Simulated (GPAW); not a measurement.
**SrCl2 (Fm-3m): G0W0 on several meshes in GPAW**

How does the mesh move the gap of SrCl2 (Fm-3m)?

Calculated with GPAW 26.7.0; LDA and many-body steps on it, plane waves.

Most raw output is cut from this account.

## Step 1: Set-up

The structure is cubic, space group Fm-3m (No. 225). The conventional cell has a = 6.977 Å, b = 6.977 Å, c = 6.977 Å, α = 90.00°, β = 90.00°, γ = 90.00°. Nearest to Sr lie 8 Cl at 3.02 Å. Nearest to Cl lie 4 Sr at 3.02 Å. Farther neighbours and most contacts between anions are not listed.

Structure file:

```xyz
3
Lattice="0.0000 3.4883 3.4883 3.4883 0.0000 3.4883 3.4883 3.4884 0.0000" Properties=species:S:1:pos:R:3 pbc="T T T"
Sr    0.0000    0.0000    0.0000
Cl    1.7442    1.7442    1.7442
Cl    5.2325    5.2325    5.2325
```

The cell and positions come from the Crystallography Open Database and are kept as given unless a step says otherwise.

## Step 2: Empty states on the mesh, 4×4×4 mesh, 295 bands

This step: GPAW 26.7.0; DFT, LDA, plane waves, PAW.

The sums over transitions need many empty states on a uniform mesh; this step solves for them.

File run.py:

```python
import json
import numpy as np
from gpaw.mpi import world
from gpaw import GPAW

calc = GPAW('gs.gpw').fixed_density(kpts={'size': (4, 4, 4), 'gamma': True},
    parallel={'domain': 1, 'band': 1},
    txt='nscf.txt')
calc.diagonalize_full_hamiltonian(nbands=295)
calc.write('full.gpw', mode='all')
res = {}
kpts = calc.get_ibz_k_points()
res['kpts'] = kpts
res['eigenvalues'] = [calc.get_eigenvalues(kpt=k) for k in range(len(kpts))]
res['n_electrons'] = calc.get_number_of_electrons()

if world.rank == 0:
    with open('result.json', 'w') as f:
        json.dump(res, f, default=lambda x: x.tolist())
```

Launch:

```sh
mpirun -n 4 gpaw python run.py
```

It took 18 s on 4 MPI ranks of Arm Neoverse V1, shared host; peak memory 1.7 GiB.

This step gave:

* gap: 4.883 eV
* k of the valence top: 0.5, 0.5, 0
* k of the conduction bottom: 0, 0, 0
* least direct gap: 5.167 eV
* k points computed: 8
* lowest point of the top converged band, above the valence top: 121.7263 eV

On this mesh the gap is 4.883 eV.

## Step 3: 4×4×4

Now the one-shot GW correction: screening in the RPA, then the self-energy of the levels asked for.

This step: G0W0 on LDA, plane waves, PAW.

File run.py:

```python
import json
import numpy as np
from gpaw.mpi import world
from gpaw.response.g0w0 import G0W0

gw = G0W0('full.gpw',
    filename='gw',
    kpts=[0, 5],
    bands=(10, 14),
    ecut=78,
    nbands=132,
    integrate_gamma='WS',
    ppa=True)
gw.calculate()
res = {mode: {k: v for k, v in r.items() if k != 'sigma_eskwn'}
       for mode, r in gw.all_results.items()}

if world.rank == 0:
    with open('result.json', 'w') as f:
        json.dump(res, f, default=lambda x: x.tolist())
```

Launch:

```sh
mpirun -n 4 gpaw python run.py
```

It took 36 s on 4 MPI ranks; peak memory 1.2 GiB; 2.4 min of CPU time.

Numbers from this step:

- G0W0 gap on the points computed: 7.189 eV
- least direct G0W0 gap on the computed points: 7.593 eV
- Z at the valence top: 0.8115
- Z at the conduction bottom: 0.8613
- starting gap on the mesh: 4.883 eV
- k of the valence top: 0.5, 0.5, 0
- k of the conduction bottom: 0, 0, 0

The gap on the mesh goes from 4.88 eV to 7.19 eV, a correction of +2.31 eV.

## Step 4: Empty states on the mesh, 2×2×2 mesh, 142 bands

This step: DFT, LDA, plane waves, PAW.

File run.py:

```python
import json
import numpy as np
from gpaw.mpi import world
from gpaw import GPAW

calc = GPAW('gs.gpw').fixed_density(kpts={'size': (2, 2, 2), 'gamma': True},
    parallel={'domain': 1, 'band': 1},
    txt='nscf.txt')
calc.diagonalize_full_hamiltonian(nbands=142)
calc.write('full.gpw', mode='all')
res = {}
kpts = calc.get_ibz_k_points()
res['kpts'] = kpts
res['eigenvalues'] = [calc.get_eigenvalues(kpt=k) for k in range(len(kpts))]
res['n_electrons'] = calc.get_number_of_electrons()

if world.rank == 0:
    with open('result.json', 'w') as f:
        json.dump(res, f, default=lambda x: x.tolist())
```

Launch:

```sh
mpirun -n 3 gpaw python run.py
```

Run time: 10 s. Hardware: 3 MPI ranks; peak memory 1.1 GiB; 30 s of CPU time.

Numbers from this step:

```yaml
gap: 4.883 eV
k_of_the_valence_top: 0.5, 0.5, 0
k_of_the_conduction_bottom: 0, 0, 0
least_direct_gap: 5.167 eV
k_points_computed: 3
lowest_point_of_the_top_converged_band_above_the_valence_top: 69.4269 eV
```

On this mesh the gap is 4.883 eV.

## Step 5: 2×2×2

This step: G0W0 on LDA, plane waves, PAW.

File run.py:

```python
import json
import numpy as np
from gpaw.mpi import world
from gpaw.response.g0w0 import G0W0

gw = G0W0('full.gpw',
    filename='gw',
    kpts=[0, 1],
    bands=(10, 14),
    ecut=78,
    nbands=132,
    integrate_gamma='WS',
    ppa=True)
gw.calculate()
res = {mode: {k: v for k, v in r.items() if k != 'sigma_eskwn'}
       for mode, r in gw.all_results.items()}

if world.rank == 0:
    with open('result.json', 'w') as f:
        json.dump(res, f, default=lambda x: x.tolist())
```

Launch:

```sh
mpirun -n 4 gpaw python run.py
```

The job ended after 7.9 s (4 MPI ranks; peak memory 1 GiB).

Numbers from this step:

```
G0W0 gap on the points computed              : 7.168 eV
least direct G0W0 gap on the computed points : 7.582 eV
Z at the valence top                         : 0.8103
Z at the conduction bottom                   : 0.8579
starting gap on the mesh                     : 4.883 eV
k of the valence top                         : 0.5, 0.5, 0
k of the conduction bottom                   : 0, 0, 0
```

Against G0W0 in GPAW (4×4×4 mesh, 132 bands, screening to 78 eV, Godby-Needs plasmon pole), the gap moves by −0.022 eV.

## Step 6: Side by side

Times are wall times on 4 MPI ranks of Arm Neoverse V1, shared host, good to a factor of about two.

```csv
run,mesh,bands,screening cutoff (eV),DFT gap (eV),gap on the mesh (eV),direct (eV),time
4×4×4,4×4×4,132,78,4.883,7.189,7.593,36 s
2×2×2,2×2×2,132,78,4.883,7.168,7.582,7.9 s
```

## Step 7: Results

- 4×4×4: 7.189 eV
- 2×2×2: 7.168 eV
- known limits: not at the basis limit; no spin-orbit coupling; coarse k mesh

**Reading.** 2×2×2: −0.022 eV against 4×4×4. Bands and cutoff are finite, so the gap is not at the basis limit. The miss can reach some tenths of an eV and take either sign; the mesh is an error of its own. These stock PAW sets were not made for GW. In the G0W0 runs levels were corrected at 2 k points alone, so a gap called «on the mesh» is the least over those, and an edge elsewhere would be missed. The many-body steps are scalar-relativistic: spin-orbit coupling is not in them.

[Paths, hosts, dates, memory and timing lines, banners, echoed tables and standing remarks are left out of the program output.]

[Logs are printed without paths, hosts, clocks, repeated set-up lines and the standing remarks that a program may print on its own settings, such as how far it seeks lower states.]

[Runs of the session that timed out or met a known fault of the program may be left out.]

[Hosts, paths, dates, database ids (printed as entryN), source tags and the programs' standing remarks are cut or masked in the printed files.]
